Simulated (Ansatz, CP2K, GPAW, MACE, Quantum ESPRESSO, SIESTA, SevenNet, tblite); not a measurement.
# Running random rock-salt alloy of NbC and TiC (64 atoms) with CP2K, part 2 of 2

How do the settings of CP2K change the result for random rock-salt alloy of NbC and TiC (64 atoms)? A plane-wave run serves as the yardstick.

Program: CP2K 2026.2; the method stands at each step. Banners, paths, timers and routine set-up lines are dropped from the logs unmarked, and long logs keep their key lines alone; longer cuts are marked.

So far. Step 2 (PBE, DZVP-MOLOPT-SR, 800/50 Ry, diagonalisation): Forces lie 2.3 % from the reference's, at 25 times its CPU time.

## 3. PBE, SZV-MOLOPT-SR, 800/50 Ry, diagonalisation

Method: Kohn-Sham DFT, PBE, GTH-PBE pseudopotentials, Gaussian and plane waves, SZV-MOLOPT-SR-GTH, diagonalisation.

input.inp reads:

```
&GLOBAL
  PROJECT cell
  RUN_TYPE ENERGY_FORCE
  PRINT_LEVEL LOW
&END GLOBAL
&FORCE_EVAL
  METHOD QS
  STRESS_TENSOR ANALYTICAL
  &DFT
    BASIS_SET_FILE_NAME BASIS_MOLOPT
    POTENTIAL_FILE_NAME GTH_POTENTIALS
    &MGRID
      CUTOFF 800
      REL_CUTOFF 50
      NGRIDS 5
    &END MGRID
    &QS
      EPS_DEFAULT 1.0E-12
    &END QS
    &SCF
      SCF_GUESS ATOMIC
      EPS_SCF 5.0E-06
      MAX_SCF 200
      ADDED_MOS 32
      &DIAGONALIZATION
        ALGORITHM STANDARD
      &END DIAGONALIZATION
      &SMEAR ON
        METHOD FERMI_DIRAC
        ELECTRONIC_TEMPERATURE [K] 580
      &END SMEAR
      &MIXING
        METHOD BROYDEN_MIXING
        ALPHA 0.15
        NBROYDEN 12
      &END MIXING
      &PRINT
        &RESTART OFF
        &END RESTART
      &END PRINT
    &END SCF
    &XC
      &XC_FUNCTIONAL PBE
      &END XC_FUNCTIONAL
    &END XC
    &PRINT
      &MULLIKEN ON
      &END MULLIKEN
      &HIRSHFELD ON
        SHAPE_FUNCTION DENSITY
      &END HIRSHFELD
      &MO ON
        EIGENVALUES T
        OCCUPATION_NUMBERS T
        MO_INDEX_RANGE 251 274
        &EACH
          QS_SCF 0
        &END EACH
        ADD_LAST NUMERIC
      &END MO
    &END PRINT
  &END DFT
  &SUBSYS
    &CELL
      A 8.76240 0.00000 0.00000
      B 0.00000 8.76240 0.00000
      C 0.00000 0.00000 8.76240
    &END CELL
    &COORD
      Ti 0.01402 0.02208 0.01910
      C 2.21943 0.00105 0.01367
      Nb 8.73410 2.17886 2.21733
      C 2.20716 2.21908 2.18210
      Ti 2.19095 0.01717 2.18052
      C 8.74470 0.05012 2.17518
      Ti 2.12918 2.22784 8.75776
      C 0.01849 2.20050 8.76012
      Ti 8.74619 0.00692 4.36613
      C 2.22556 0.04740 4.34501
      Ti 0.00131 2.23836 6.59581
      C 2.20357 2.23336 6.59152
      Ti 2.23546 8.74768 6.55173
      C 8.73489 0.04802 6.56768
      Nb 2.22223 2.20830 4.36026
      C 8.74873 2.13846 4.40241
      Nb 0.01901 4.40074 8.75986
      C 2.18727 4.36683 8.72078
      Nb 8.70737 6.56803 2.19262
      C 2.18674 6.53316 2.19735
[... 40 atom lines left out ...]
      Ti 6.58459 4.38856 6.55489
      C 4.34282 4.39023 6.56286
      Ti 6.54008 6.62069 4.39277
      C 4.37165 6.56978 4.41310
    &END COORD
    &KIND Ti
      BASIS_SET SZV-MOLOPT-SR-GTH-q12
      POTENTIAL GTH-PBE-q12
    &END KIND
    &KIND C
      BASIS_SET SZV-MOLOPT-SR-GTH-q4
      POTENTIAL GTH-PBE-q4
    &END KIND
    &KIND Nb
      BASIS_SET SZV-MOLOPT-SR-GTH-q13
      POTENTIAL GTH-PBE-q13
    &END KIND
  &END SUBSYS
  &PRINT
    &FORCES ON
    &END FORCES
    &STRESS_TENSOR ON
    &END STRESS_TENSOR
  &END PRINT
&END FORCE_EVAL
```

The run is started by

```bash
OMP_NUM_THREADS=2 cp2k.psmp -i input.inp > output.txt
```

Numbers of over 12 decimals in the logs are rounded to 6 here.

What it wrote:

```text
CP2K| version string:                                       CP2K version 2026.2
 CP2K| Input file name                                                 input.inp
 GLOBAL| Basis set file name                                        BASIS_MOLOPT
 GLOBAL| Potential file name                                      GTH_POTENTIALS
 GLOBAL| Run type                                                   ENERGY_FORCE
 GLOBAL| Total number of message passing processes                             1
 GLOBAL| Number of threads for this process                                    2
[... lines left out ...]
                        Smear method:                                FERMI_DIRAC
[... lines left out ...]
 Number of electrons:                                                        524
[... lines left out ...]
  Step     Update method      Time    Convergence         Total energy    Change
[... lines left out ...]
  *** SCF run converged in    17 steps ***
[... lines left out ...]
  Fermi energy:                                                 0.543471
  Total energy:                                             -2029.181396
  Total energy (extrapolated to T->0):                      -2029.173977
[... lines left out ...]
 MO| E(Fermi):            0.543471 a.u.         14.788587 eV
[... lines left out ...]
     64       C      2       4.000          4.299                        -0.299
  Total Charge                                                            0.000
 !-----------------------------------------------------------------------------!
 ENERGY| Total FORCE_EVAL ( QS ) energy [hartree]          -2029.181398
 FORCES| Atomic forces [hartree/bohr]
 FORCES|   Atom     x               y               z               |f|
 FORCES|      1  8.06730414E-03 -2.86001459E-03 -1.24531009E-02   1.51109497E-02
 FORCES|      2 -8.32537344E-03  6.02696027E-03 -2.53188681E-03   1.05852040E-02
 FORCES|      3  2.14561035E-03  1.22118166E-03 -4.07718843E-03   4.76638164E-03
[...]
FORCES|     63 -1.60012120E-03 -7.19196366E-03  1.10642756E-02   1.32929652E-02
 FORCES|     64  1.13762194E-02  1.30530132E-02 -8.73719739E-03   1.93942811E-02
 FORCES| Sum    -1.45398954E-05 -4.94182962E-05 -6.16813169E-05
 FORCES| Total atomic force                                       8.03626867E-05
 STRESS| Analytical stress tensor [bar]
 STRESS|                        x                   y                   z
 STRESS|      x       -1.40554896331E+05  -6.65474381077E+02   1.83082983695E+03
 STRESS|      y       -6.65474381077E+02  -1.41963184764E+05  -3.17296778085E+02
 STRESS|      z        1.83082983695E+03  -3.17296778085E+02  -1.53977106506E+05
 STRESS| 1/3 Trace                                            -1.45498395867E+05
```

Run time: 2.9 min. Hardware: 2 threads of Arm Neoverse V1, shared host; peak memory 2.9 GiB.

Compared with the plane-wave run:

| Quantity | Value |
| --- | --- |
| r.m.s. force component | 0.5365 eV/Å |
| r.m.s. difference of force components | 174.9 meV/Å |
| longest difference of force vectors | 700.4 meV/Å |
| force difference over r.m.s. force | 33.86 % |
| slope of forces against the reference's | 0.9824 |
| correlation of force components | 0.9455 |
| pressure | -14.55 GPa |
| pressure difference | -17.54 GPa |

This is a coarse setting, run to see what it loses.

Against the first run (2.3 %), the force difference from the reference is 34 %, at 0.37 times the CPU time (on 2 against 4 cores), with 448 basis functions against 1248: the smaller basis costs accuracy.

## 4. The ladder

Differences are against the plane-wave reference, forces as r.m.s. over components; share is that over the reference's r.m.s. force, slope the least-squares factor from reference forces to these. Total energies of different programs have different zeros and aren't compared.

```
                                                         run  Δ force, r.m.s. (meV/Å)  share (%)  slope  Δ pressure (GPa)  cores  CPU time  memory (GiB)
                                                   reference                        -          -      -                 -      4      35 s          0.96
        CP2K PBE, DZVP-MOLOPT-SR, 800/50 Ry, diagonalisation                     11.7       2.27  1.009             -1.14      4    15 min           6.0
CP2K PBE, SZV-MOLOPT-SR, 800/50 Ry, diagonalisation (coarse)                      175       33.9  0.982             -17.5      2   5.4 min           2.9
```

Rows marked coarse were listed beforehand as settings not expected to be converged; some can still land near the reference.

CPU time is summed over cores on a shared host, where runs went side by side, so it is rough. Symmetry, cutoffs, thresholds, outputs and thread counts weren't matched or tuned between programs; memory under MPI is the largest rank's times the ranks.

Mean charges by element (e), by run and scheme:

```
                                                 run     scheme     Ti      C     Nb
                                           reference     Löwdin  +0.88  -0.75  +0.68
CP2K PBE, DZVP-MOLOPT-SR, 800/50 Ry, diagonalisation   Mulliken  +0.11  -0.24  +0.44
CP2K PBE, DZVP-MOLOPT-SR, 800/50 Ry, diagonalisation  Hirshfeld  +0.22  -0.33  +0.51
```

The reference's Löwdin charges lack the electrons that the projection spills, 0.026 e an atom on average.

A second geometry, displaced anew (every atom was moved at random, 0.04 Å r.m.s. a Cartesian component), gives an energy difference that all programs can be tested on. The reference puts it at 33.01 meV/atom.

```
                                                 run  energy less the first geometry's (meV/atom)  error (meV/atom)  force share at the second geometry (%)
CP2K PBE, DZVP-MOLOPT-SR, 800/50 Ry, diagonalisation                                        33.13             0.129                                    1.73
 CP2K PBE, SZV-MOLOPT-SR, 800/50 Ry, diagonalisation                                        30.25             -2.76                                    25.3
```

Further runs of this program without a result: CP2K GFN1-xTB, diagonalisation (not converged).

## 5. Results

| Property | Result |
| --- | --- |
| nearest in forces | CP2K PBE, DZVP-MOLOPT-SR, 800/50 Ry, diagonalisation, 2.3 % |
| its CPU time | 15 min |

In words: The PBE run in local orbitals, coarse settings apart, differs by 2.3 % (CP2K PBE, DZVP-MOLOPT-SR, 800/50 Ry, diagonalisation); basis, grid and potentials can all enter. Runs with settings chosen to be coarse differ by 34 % (CP2K PBE, SZV-MOLOPT-SR, 800/50 Ry, diagonalisation), their programs' other errors included. None of the electronic-structure runs in the table takes under half the reference's CPU time of 35 s; they take 9.4 to 25 times as much. In pressure, CP2K PBE, SZV-MOLOPT-SR, 800/50 Ry, diagonalisation misses by -17.5 GPa, at the same functional. Charges hang on scheme and program or settings: among these rows the mean for Ti runs from +0.11 to +0.88 e. The energy difference between the two geometries, 33.0 meV/atom in the reference, is met best by CP2K PBE, DZVP-MOLOPT-SR, 800/50 Ry, diagonalisation (+0.129) and worst by CP2K PBE, SZV-MOLOPT-SR, 800/50 Ry, diagonalisation (coarse) (-2.76). The host structure and its lattice constant were typed by rule, without a check against the phase diagram. The reference's pressure of 3.0 GPa belongs to a cell and atoms that aren't relaxed at this level. The electronic-structure runs sample only Γ, in a cell whose shortest periodic width is 9 Å.

[Also dropped from logs without a mark: logging warnings of Python, and SIESTA's first energy breakdown and zero terms.]

[Logs are printed without paths, hosts, clocks, repeated set-up lines and the standing remarks that a program may print on its own settings, such as how far it seeks lower states.]

[Hosts, paths, dates, database ids (printed as entryN), source tags and the programs' standing remarks are cut or masked in the printed files.]
